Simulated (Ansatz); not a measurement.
**How fast states decay through YPPb2O6**

A new crystal, YPPb2O6: structure, gap and complex bands. It is built by putting P for Sb in the YSbPb2O6 structure of space group C2/m, with the volume rescaled by atomic radii. The parent structure comes from the Materials Project.

Calculated with Ansatz 0.2.0; PBE DFT, plane waves, PAW files, in the first sound run; inputs show where later runs differ.

The structure was built from a prototype and need not be the compound's stable phase.

### Step 1. The starting structure

It takes space group C2/m (No. 12, monoclinic). Conventional cell: a = 9.978 Å, b = 5.796 Å, c = 5.888 Å, α = 90.00°, β = 125.12°, γ = 90.00°. Y has 6 O at 2.21 to 2.22 Å nearest. P has 6 O at 1.97 to 1.98 Å nearest. Nearest to Pb lie 5 O at 2.56 to 2.62 Å. Nearest to O lie 1 P at 1.98 Å and 1 Y at 2.22 Å and 2 Pb at 2.56 to 2.62 Å. Nearest to O lie 1 P at 1.97 Å and 1 Y at 2.21 Å and 1 Pb at 2.62 Å. It derives from YSbPb2O6. P for Sb in the YSbPb2O6 structure of space group C2/m. Farther neighbours and most contacts between anions are not listed.

### Step 2. Relaxing the new crystal

The substituted atoms don't fit the parent's cell, so cell and atoms relax together. A small smearing keeps the run stable in case the gap closes on the way.

File input.yaml:

```yaml
crystal:
  lattice:
    - [4.9889270367, -2.8978390498, 0.0]
    - [4.9889270367, 2.8978390498, 0.0]
    - [-3.3879187867, 0.0, 4.8161617508]
  atoms:
    - { symbol: "Y", position: [0.0, 0.0, 0.0] }
    - { symbol: P, position: [0.5, 0.5, 0.5] }
    - { symbol: Pb, position: [0.245975, 0.245975, 0.72718] }
    - { symbol: Pb, position: [0.754025, 0.754025, 0.27282] }
    - { symbol: O, position: [0.693987, 0.213358, 0.685063] }
    - { symbol: O, position: [0.213358, 0.693987, 0.685063] }
    - { symbol: O, position: [0.306013, 0.786642, 0.314937] }
    - { symbol: O, position: [0.786642, 0.306013, 0.314937] }
    - { symbol: O, position: [0.733933, 0.733933, 0.808939] }
    - { symbol: O, position: [0.266067, 0.266067, 0.191061] }
kpoints:
  mp_grid: { grid: [6, 6, 4] }
scf:
  occupations: { method: gaussian, width: 0.03 }
hamiltonian:
  xc: pbe
output:
  forces: true
  stress: true
relax:
  f_tol: 0.02
  max_steps: 60
  cell: {}
```

Started as:

```
$ ansatz run input.yaml --threads 2 --pin off --max-ram 4096MiB --backend cpu --events-out ev --progress --plain --runs-dir out
```

Numbers of over 12 decimals in the logs are rounded to 6 here.

Output:

```text
Engine: ansatz 0.2.0, aarch64-unknown-linux-gnu
Pseudopotentials: kind: paw
Pseudopotential: Y, paw, valence charge 11, recommended cutoff 420 eV (normal), Y.paw.azcp
Pseudopotential: P, paw, valence charge 5, recommended cutoff 420 eV (normal), P.paw.azcp
Pseudopotential: Pb, paw, valence charge 14, recommended cutoff 420 eV (normal), Pb.paw.azcp
Pseudopotential: O, paw, valence charge 6, recommended cutoff 420 eV (normal), O.paw.azcp
Functional definition: PBE
  parameter kappa = 0.804
  parameter beta = 0.066725
  exchange = pbe_x(kappa = kappa, mu = beta*pi^2/3)
  correlation = pbe_c(beta = beta)
Crystal: 10 atoms, lattice volume = 139.256 Å³
Basis set: ecut = 420 eV, 2721 PW (Γ), exchange–correlation on 80×80×80 points (8 copies of the dense FFT grid, shifted against one another)
Bands: 50, of which v1, the nominal top of the filled ones, is band 40 counted from 1 (39 counted from 0)
Symmetry: 4 space group operations
Space group: C2/m (ITA 12), of the structure as read, at distance tolerance 5.2e-5 Å
k-points: 47 of 144
Non-local potential: Y, projectors of the file, l = 0: 3, l = 1: 2, l = 2: 2, l = 3: 1
Non-local potential: P, projectors of the file, l = 0: 2, l = 1: 2, l = 2: 2
Non-local potential: Pb, projectors of the file, l = 0: 2, l = 1: 2, l = 2: 2, l = 3: 2
Non-local potential: O, projectors of the file, l = 0: 2, l = 1: 2, l = 2: 1
PAW form: soft (Blöchl's): semilocal exchange-correlation on the pseudo side does not see the compensation charge
PAW one-centre angular grid: Y, 590 points (default); XC on 64 Gauss nodes
PAW one-centre angular grid: P, 110 points (default); XC on 64 Gauss nodes
PAW one-centre angular grid: Pb, 590 points (default); XC on 64 Gauss nodes
PAW one-centre angular grid: O, 110 points (default); XC on 64 Gauss nodes
Initial density: superposition of atomic densities (neutral atoms: chi_scale 0, normalization atom), corrected by the library's trained network
Initial wavefunctions: pseudopotential atomic-orbital guess
Functional: x = pbe(κ = 0.804, μ = 0.219515), c = pbe(β = 0.066725)
SCF iter   1: F=—  HF=-31824.026639 eV  |F-HF|=—  |Δ(HF+E_count)|=         —  Δρ=3.84e-3  dr2=2.56e-2  ethr=1.77e-3  ⟨swp⟩=8.0  Hψ=10794  notcnv=0  defer=31
preconditioner: auto → Resta (q_TF=auto, 2.488 Å⁻¹)  ε∞=4.5  [insulator: Δε(μ)=1.166 eV  Ē_g=14.859 eV  σ=0.030 eV  W_gap=1.00  n_scr=26 (ndim 8)  ℏωp=27.8 eV  f_vac=0.000  D(μ)=0.00/eV (n_scr^D=0)  ε∞_Penn≈4.5]
SCF iter   2: F=—  HF=-31824.021510 eV  |F-HF|=—  |Δ(HF+E_count)|=   5.13e-3  Δρ=2.03e-3  dr2=5.95e-3  ethr=3.20e-5  ⟨swp⟩=2.2  Hψ=4022  notcnv=0  defer=143
SCF iter   3: F=—  HF=-31824.019924 eV  |F-HF|=—  |Δ(HF+E_count)|=   1.59e-3  Δρ=3.89e-4  dr2=3.18e-4  ethr=7.43e-6  ⟨swp⟩=2.1  Hψ=3387  notcnv=0  defer=143
SCF iter   4: F=—  HF=-31824.019831 eV  |F-HF|=—  |Δ(HF+E_count)|=   9.38e-5  Δρ=1.08e-4  dr2=2.55e-5  ethr=3.98e-7  ⟨swp⟩=2.2  Hψ=3374  notcnv=0  defer=143
SCF iter   5: F=—  HF=-31824.019809 eV  |F-HF|=—  |Δ(HF+E_count)|=   2.15e-5  Δρ=3.51e-5  dr2=2.10e-6  ethr=3.18e-8  ⟨swp⟩=2.4  Hψ=3970  notcnv=0  defer=146
SCF iter   6: F=-31824.019809 eV  HF=-31824.019809 eV  |F-HF|=4.71e-9  |Δ(HF+E_count)|=   9.25e-8  Δρ=7.53e-6  dr2=6.95e-8  ethr=1.25e-10  ⟨swp⟩=4.2  Hψ=10613  notcnv=0
SCF 1 converged in 6 iterations: F = -31824.019809 eV  dr2 = 6.95e-8
  greatest PAW one-centre occupation: 0.994 electrons in one spin orbital (limit 2), on the Y atom at site 0 (counted from 0), in its partial waves of l = 0
relax step   1: F+E_penalty+E_count = -31824.01980909 eV  Δ(F+E_penalty+E_count) = +0.000e0 eV  max|allowed force component| = 2.478e0 eV/Å  Δτ_max = 0.0000 Å  P = -9.906 GPa  Ω = 139.256 Å³  (6 SCF iters, dr2 threshold 1.00e-7 eV, accepted)
Crystal: 10 atoms, lattice volume = 135.265 Å³
Basis set: ecut = 420 eV, 2667 PW (Γ), exchange–correlation on 80×80×80 points (8 copies of the dense FFT grid, shifted against one another)
Initial density: handed on by an earlier stage of this run
Initial wavefunctions: those handed on with the density
iter 1 solved again at ethr=3.89e-4 eV; its pass at ethr=3.10e-3 eV (dr2=3.11e-1 eV) is discarded
SCF iter   1: F=—  HF=-31825.770019 eV  |F-HF|=—  |Δ(HF+E_count)|=         —  Δρ=2.24e-2  dr2=3.15e-1  ethr=3.89e-4  ⟨swp⟩=2.5  Hψ=13053  notcnv=0
preconditioner: auto → Resta (q_TF=auto, 2.500 Å⁻¹)  ε∞=4.5  [insulator: Δε(μ)=2.458 eV  Ē_g=15.169 eV  σ=0.030 eV  W_gap=1.00  n_scr=26 (ndim 8)  ℏωp=28.2 eV  f_vac=0.000  D(μ)=0.00/eV (n_scr^D=0)  ε∞_Penn≈4.5]
SCF iter   2: F=—  HF=-31825.726752 eV  |F-HF|=—  |Δ(HF+E_count)|=   4.33e-2  Δρ=9.38e-3  dr2=4.41e-2  ethr=3.89e-4  ⟨swp⟩=3.4  Hψ=3984  notcnv=0  defer=1
SCF iter   3: F=—  HF=-31825.727556 eV  |F-HF|=—  |Δ(HF+E_count)|=   8.04e-4  Δρ=2.03e-3  dr2=2.21e-3  ethr=5.51e-5  ⟨swp⟩=3.2  Hψ=3901  notcnv=0  defer=1
SCF iter   4: F=—  HF=-31825.728057 eV  |F-HF|=—  |Δ(HF+E_count)|=   5.01e-4  Δρ=2.75e-4  dr2=9.46e-5  ethr=2.76e-6  ⟨swp⟩=2.5  Hψ=3648  notcnv=0  defer=2
SCF iter   5: F=—  HF=-31825.728083 eV  |F-HF|=—  |Δ(HF+E_count)|=   2.67e-5  Δρ=7.00e-5  dr2=4.82e-6  ethr=1.18e-7  ⟨swp⟩=2.0  Hψ=3356  notcnv=0  defer=2
SCF iter   6: F=-31825.728086 eV  HF=-31825.728086 eV  |F-HF|=3.34e-8  |Δ(HF+E_count)|=   2.83e-6  Δρ=8.95e-6  dr2=1.22e-7  ethr=1.25e-9  ⟨swp⟩=5.1  Hψ=8751  notcnv=0
SCF 2 converged in 6 iterations: F = -31825.728086 eV  dr2 = 1.22e-7
  greatest PAW one-centre occupation: 0.993 electrons in one spin orbital (limit 2), on the Y atom at site 0 (counted from 0), in its partial waves of l = 0
relax step   2: F+E_penalty+E_count = -31825.72808621 eV  Δ(F+E_penalty+E_count) = -1.708e0 eV  max|allowed force component| = 1.494e0 eV/Å  Δτ_max = 0.1278 Å  P = -9.322 GPa  Ω = 135.265 Å³  energy of the carried Pulay correction = +1.294e-2 eV  (6 SCF iters, dr2 threshold 1.00e-6 eV, accepted)
Crystal: 10 atoms, lattice volume = 120.508 Å³
Basis set: ecut = 420 eV, 2353 PW (Γ), exchange–correlation on 80×80×80 points (8 copies of the dense FFT grid, shifted against one another)
iter 1 solved again at ethr=1.11e-3 eV; its pass at ethr=3.10e-3 eV (dr2=8.87e-1 eV) is discarded
SCF iter   1: F=—  HF=-31826.178272 eV  |F-HF|=—  |Δ(HF+E_count)|=         —  Δρ=3.42e-2  dr2=8.80e-1  ethr=1.11e-3  ⟨swp⟩=1.7  Hψ=14734  notcnv=0
preconditioner: auto → Resta (q_TF=auto, 2.548 Å⁻¹)  ε∞=4.5  [insulator: Δε(μ)=2.600 eV  Ē_g=15.955 eV  σ=0.030 eV  W_gap=1.00  n_scr=26 (ndim 8)  ℏωp=29.9 eV  f_vac=0.000  D(μ)=0.00/eV (n_scr^D=0)  ε∞_Penn≈4.5]
SCF iter   2: F=—  HF=-31825.999577 eV  |F-HF|=—  |Δ(HF+E_count)|=   1.79e-1  Δρ=1.16e-2  dr2=6.66e-2  ethr=1.10e-3  ⟨swp⟩=3.1  Hψ=4749  notcnv=0
[...]
[... from here on, the SCF cycles and remarks between the steps are left out ...]
relax step   4: F+E_penalty+E_count = -31826.58293743 eV  Δ(F+E_penalty+E_count) = -5.818e-1 eV  max|allowed force component| = 1.112e-1 eV/Å  Δτ_max = 0.2000 Å  P = -0.381 GPa  Ω = 127.200 Å³  energy of the carried Pulay correction = +4.029e-2 eV  (6 SCF iters, dr2 threshold 1.00e-6 eV, accepted)
relax step   5: F+E_penalty+E_count = -31826.58975719 eV  Δ(F+E_penalty+E_count) = -6.820e-3 eV  max|allowed force component| = 6.257e-2 eV/Å  Δτ_max = 0.0481 Å  P = -0.381 GPa  Ω = 126.998 Å³  energy of the carried Pulay correction = +4.099e-2 eV  (6 SCF iters, dr2 threshold 1.00e-6 eV, accepted)
relax step   6: F+E_penalty+E_count = -31826.59342350 eV  Δ(F+E_penalty+E_count) = -3.666e-3 eV  max|allowed force component| = 5.165e-2 eV/Å  Δτ_max = 0.0200 Å  P = -0.414 GPa  Ω = 126.942 Å³  energy of the carried Pulay correction = +4.119e-2 eV  (6 SCF iters, dr2 threshold 1.00e-6 eV, accepted)
relax step   7: F+E_penalty+E_count = -31826.60168129 eV  Δ(F+E_penalty+E_count) = -8.258e-3 eV  max|allowed force component| = 6.279e-3 eV/Å  Δτ_max = 0.0535 Å  P = +0.022 GPa  Ω = 126.526 Å³  energy of the carried Pulay correction = +4.265e-2 eV  (6 SCF iters, dr2 threshold 1.00e-6 eV, accepted)
relax step   8: F+E_penalty+E_count = -31826.60259661 eV  Δ(F+E_penalty+E_count) = -9.153e-4 eV  max|allowed force component| = 1.844e-3 eV/Å  Δτ_max = 0.0205 Å  P = -0.008 GPa  Ω = 126.525 Å³  energy of the carried Pulay correction = +4.265e-2 eV  (6 SCF iters, dr2 threshold 2.00e-7 eV, accepted)
relax step   9: F+E_penalty+E_count = -31826.57584599 eV  Δ(F+E_penalty+E_count) = +2.675e-2 eV  max|allowed force component| = 3.052e-3 eV/Å  Δτ_max = 0.0000 Å  P = -0.399 GPa  Ω = 126.525 Å³  stress off target by 4.58e-1 GPa  SCF on the basis re-selected at this cell (its energy is not comparable with the rows above)  (6 SCF iters)
relax step  10: F+E_penalty+E_count = -31826.57760175 eV  Δ(F+E_penalty+E_count) = -1.756e-3 eV  max|allowed force component| = 1.553e-3 eV/Å  Δτ_max = 0.0102 Å  P = +0.008 GPa  Ω = 126.201 Å³  energy of the carried Pulay correction = +1.202e-3 eV  (6 SCF iters, dr2 threshold 5.25e-7 eV, accepted)
iter 1 solved again at ethr=1.01e-7 eV; its pass at ethr=3.10e-3 eV (dr2=8.07e-5 eV) is discarded
SCF iter   1: F=—  HF=-31826.576509 eV  |F-HF|=—  |Δ(HF+E_count)|=         —  Δρ=2.34e-5  dr2=1.00e-7  ethr=1.01e-7  ⟨swp⟩=4.8  Hψ=18546  notcnv=0
preconditioner: auto → Resta (q_TF=auto, 2.529 Å⁻¹)  ε∞=4.5  [insulator: Δε(μ)=2.488 eV  Ē_g=15.535 eV  σ=0.030 eV  W_gap=1.00  n_scr=26 (ndim 8)  ℏωp=29.2 eV  f_vac=0.000  D(μ)=0.00/eV (n_scr^D=0)  ε∞_Penn≈4.5]
SCF iter   2: F=—  HF=-31826.576537 eV  |F-HF|=—  |Δ(HF+E_count)|=   2.81e-5  Δρ=1.14e-5  dr2=2.00e-8  ethr=1.25e-10  ⟨swp⟩=3.0  Hψ=4697  notcnv=0
SCF iter   3: F=—  HF=-31826.576537 eV  |F-HF|=—  |Δ(HF+E_count)|=   6.10e-8  Δρ=1.76e-6  dr2=7.30e-10  ethr=2.50e-11  ⟨swp⟩=2.0  Hψ=4146  notcnv=0
iter 4 did not close the SCF: its close was put off for the readings that it lacked (scf_convergence_deferred on its scf_iter line)
SCF iter   4: F=-31826.576537 eV  HF=-31826.576537 eV  |F-HF|=1.46e-11  |Δ(HF+E_count)|=   1.72e-9  Δρ=1.31e-7  dr2=1.73e-11  ethr=1.00e-12  ⟨swp⟩=2.0  Hψ=4086  notcnv=0
iter 5 did not close the SCF: its close was put off for the readings that it lacked (scf_convergence_deferred on its scf_iter line)
SCF iter   5: F=-31826.576537 eV  HF=-31826.576537 eV  |F-HF|=1.09e-11  |Δ(HF+E_count)|=  1.09e-11  Δρ=4.23e-8  dr2=2.90e-12  ethr=1.00e-12  ⟨swp⟩=1.1  Hψ=2356  notcnv=0
iter 6 did not close the SCF: its close was put off for the readings that it lacked (scf_convergence_deferred on its scf_iter line)
SCF iter   6: F=-31826.576537 eV  HF=-31826.576537 eV  |F-HF|=1.46e-11  |Δ(HF+E_count)|=  1.82e-11  Δρ=1.25e-8  dr2=2.19e-13  ethr=1.00e-12  ⟨swp⟩=1.1  Hψ=2369  notcnv=0
iter 7 did not close the SCF: its close was put off for the readings that it lacked (scf_convergence_deferred on its scf_iter line)
SCF iter   7: F=-31826.576537 eV  HF=-31826.576537 eV  |F-HF|=7.28e-12  |Δ(HF+E_count)|=  1.46e-11  Δρ=4.46e-9  dr2=2.16e-14  ethr=1.00e-12  ⟨swp⟩=1.1  Hψ=2361  notcnv=0
SCF iter   8: F=-31826.576537 eV  HF=-31826.576537 eV  |F-HF|=1.09e-11  |Δ(HF+E_count)|=  3.64e-12  Δρ=8.46e-10  dr2=6.26e-16  ethr=1.00e-12  ⟨swp⟩=2.0  Hψ=5703  notcnv=0
SCF 11 converged in 8 iterations: F = -31826.576537 eV  dr2 = 6.26e-16
relax step  11: F+E_penalty+E_count = -31826.57653689 eV  Δ(F+E_penalty+E_count) = +1.065e-3 eV  max|allowed force component| = 1.611e-3 eV/Å  Δτ_max = 0.0000 Å  P = -0.002 GPa  Ω = 126.201 Å³  stress off target by 1.02e-2 GPa  SCF on the basis re-selected at this cell (its energy is not comparable with the rows above)  (8 SCF iters)
basis re-selected at this cell: Δ(F+E_penalty+E_count) = +1.065e-3 eV, ΔP = -0.011 GPa vs the last step (what re-selecting the basis moved, of the pressure what is left beyond the Pulay correction that the steps carried, after the strain that the cell walked since its last selection, with what the two solves' SCF thresholds leave and, on support functions, any second-order correction that the steps lacked; it is no m [...]
SCF converged after 8 iterations
Free energy (F): -31826.576537 eV
Harris-Foulkes:  -31826.576537 eV  (|F-HF|=1.09e-11)
Internal energy: -31826.576537 eV  (E = F + TS)
E sigma→0 (E₀):  -31826.576537 eV
Fermi energy:    11.899549 eV
--- Per-component energies (eV) ---
  E_band       = -26.930747
  E_kinetic    = 2016.129381
  E_local      = -3946.394126  (includes V_loc(G=0)·N_el)
  E_nonlocal   = 1065.814438
  E_hartree    = 1434.796885
  E_xc         = -1128.215752
  E_vxc        = -1101.525528  (∫ρ·V_xc dr)
  E_paw        = -25145.777813  (= ΣΔE_a)
  E_vpaw       = -930.563268  (= ΣTr[D̂ρ^β])
  E_aug_tail   = 0.014585  (compensation charges beyond the density's cutoff)
  E_ewald      = -6122.944135
  E_smearing   = -0.000000  (= −TS)
  E_closure    = 0.000000  (closes the sum)
  Σ components = -31826.576537   (vs F -31826.576537, Δ=0.00e0)
--- Forces (eV/Å), atoms counted from 1 ---
  atom   1  Y      0.00000000     0.00000000     0.00000000
  atom   2  P      0.00000000     0.00000000     0.00000000
  atom   3  Pb    -0.00001918     0.00000000     0.00123961
  atom   4  Pb     0.00001918    -0.00000000    -0.00123961
  atom   5  O      0.00009934     0.00021102     0.00104107
  atom   6  O      0.00009934    -0.00021102     0.00104107
  atom   7  O     -0.00009934    -0.00021102    -0.00104107
  atom   8  O     -0.00009934     0.00021102    -0.00104107
  atom   9  O      0.00031411    -0.00000000    -0.00161126
  atom  10  O     -0.00031411     0.00000000     0.00161126
  max |Σ_I F_I| component: 5.42e-20 eV/Å
--- Stress (GPa, compression-positive) ---
        0.005668      -0.000000      -0.000435
       -0.000000      -0.002796       0.000000
       -0.000435       0.000000      -0.010144
  P = ⅓ Tr σ = -0.0024 GPa (-0.024 kbar)
--- Relaxed structure (9 steps of the walk, 9 accepted, 2 SCFs on fresh bases) ---
  F+E_penalty+E_count = -31826.57653689 eV   max|allowed force component| = 1.611e-3 eV/Å   (the final SCF, on the basis selected at the relaxed cell)
  cell:  # Å, volume = 126.2007 Å³
    - [4.874573, -2.813233, 0.030648]
    - [4.874573, 2.813233, 0.030648]
    - [-3.280676, 5.226773454072352e-17, 4.580769]
  atoms:
    - { symbol: Y, position: [6.760689024742544e-19, 4.366182709981505e-19, 0] }
    - { symbol: P, position: [0.5, 0.5, 0.500000] }
    - { symbol: Pb, position: [0.249437, 0.249437, 0.748887] }
    - { symbol: Pb, position: [0.750563, 0.750563, 0.251113] }
    - { symbol: O, position: [0.718453, 0.279765, 0.718024] }
    - { symbol: O, position: [0.279765, 0.718453, 0.718024] }
    - { symbol: O, position: [0.281547, 0.720235, 0.281976] }
    - { symbol: O, position: [0.720235, 0.281547, 0.281976] }
    - { symbol: O, position: [0.719128, 0.719128, 0.720513] }
    - { symbol: O, position: [0.280872, 0.280872, 0.279487] }
```

The job ended after 96 s (2 threads of Arm Neoverse V1, shared host; peak memory 0.6 GiB; 3.2 min of CPU time).

Step by step:

| step | energy less that of the first step (eV) | largest force component (eV/Å) | pressure (GPa) | volume (Å³) |
| --- | --- | --- | --- | --- |
| 1 | 0.0000 | 2.4776 | -9.91 | 139.26 |
| 2 | -1.7083 | 1.4938 | -9.32 | 135.26 |
| 3 | -1.9813 | 1.8382 | 12.40 | 120.51 |
| 4 | -2.5631 | 0.1112 | -0.38 | 127.20 |
| 5 | -2.5699 | 0.0626 | -0.38 | 127.00 |
| 6 | -2.5736 | 0.0517 | -0.41 | 126.94 |
| 7 | -2.5819 | 0.0063 | 0.02 | 126.53 |
| 8 | -2.5828 | 0.0018 | -0.01 | 126.52 |
| 9* | -2.5560 | 0.0031 | -0.40 | 126.52 |
| 10 | -2.5578 | 0.0016 | 0.01 | 126.20 |
| 11* | -2.5567 | 0.0016 | 0.00 | 126.20 |

Relaxation steps marked * repeat the geometry before them on a plane-wave basis chosen anew for their cell, so energy and pressure can jump there.

Forces are held to the 4 operations that the run works with; a distortion that breaks them can't arise in this run.

| cell as run | before | after | change |
| --- | --- | --- | --- |
| a (Å) | 5.769 | 5.628 | -2.4 % |
| b (Å) | 5.769 | 5.628 | -2.4 % |
| c (Å) | 5.888 | 5.634 | -4.3 % |
| α (°) | 119.84 | 119.99 | +0.1 % |
| β (°) | 119.84 | 119.99 | +0.1 % |
| γ (°) | 60.30 | 59.98 | -0.5 % |
| volume (Å³/atom) | 13.93 | 12.62 | -9.4 % |

The atoms that moved most (Å, as changes of fractional coordinates times the final cell):

| atom | dx | dy | dz | length |
| --- | --- | --- | --- | --- |
| O9 | 0.146 | 0.000 | -0.406 | 0.431 |
| O10 | -0.146 | 0.000 | 0.406 | 0.431 |
| O5 | 0.335 | 0.118 | 0.154 | 0.387 |
| O6 | 0.335 | -0.118 | 0.154 | 0.387 |
| O7 | -0.335 | -0.118 | -0.154 | 0.387 |
| O8 | -0.335 | 0.118 | -0.154 | 0.387 |
| Pb3 | -0.037 | 0.000 | 0.100 | 0.106 |
| Pb4 | 0.037 | 0.000 | -0.100 | 0.106 |

The relaxed structure:

```cif
data_structure
_symmetry_space_group_name_H-M 'P 1'
_symmetry_Int_Tables_number 1
_cell_length_a 5.6282
_cell_length_b 5.6282
_cell_length_c 5.6344
_cell_angle_alpha 119.991
_cell_angle_beta 119.991
_cell_angle_gamma 59.980
_cell_volume 126.20
loop_
_atom_site_label
_atom_site_type_symbol
_atom_site_fract_x
_atom_site_fract_y
_atom_site_fract_z
_atom_site_occupancy
Y1 Y 0.00000 0.00000 0.00000 1
P2 P 0.50000 0.50000 0.50000 1
Pb3 Pb 0.24944 0.24944 0.74889 1
Pb4 Pb 0.75056 0.75056 0.25111 1
O5 O 0.71845 0.27977 0.71802 1
O6 O 0.27977 0.71845 0.71802 1
O7 O 0.28155 0.72023 0.28198 1
O8 O 0.72023 0.28155 0.28198 1
O9 O 0.71913 0.71913 0.72051 1
O10 O 0.28087 0.28087 0.27949 1
```

Numbers from this step:

| Quantity | Value |
| --- | --- |
| free energy | -31826.5765 eV |
| Fermi energy | 11.90 eV |
| pressure | -0.002424 GPa |

The largest force component on a free atom ends at 0.0016 eV/Å.

(Continued in part 2 of 4.)

[Logs are printed without paths, hosts, clocks, repeated set-up lines and the standing remarks that a program may print on its own settings, such as how far it seeks lower states.]

[Hosts, paths, dates, database ids (printed as entryN), source tags and the programs' standing remarks are cut or masked in the printed files.]
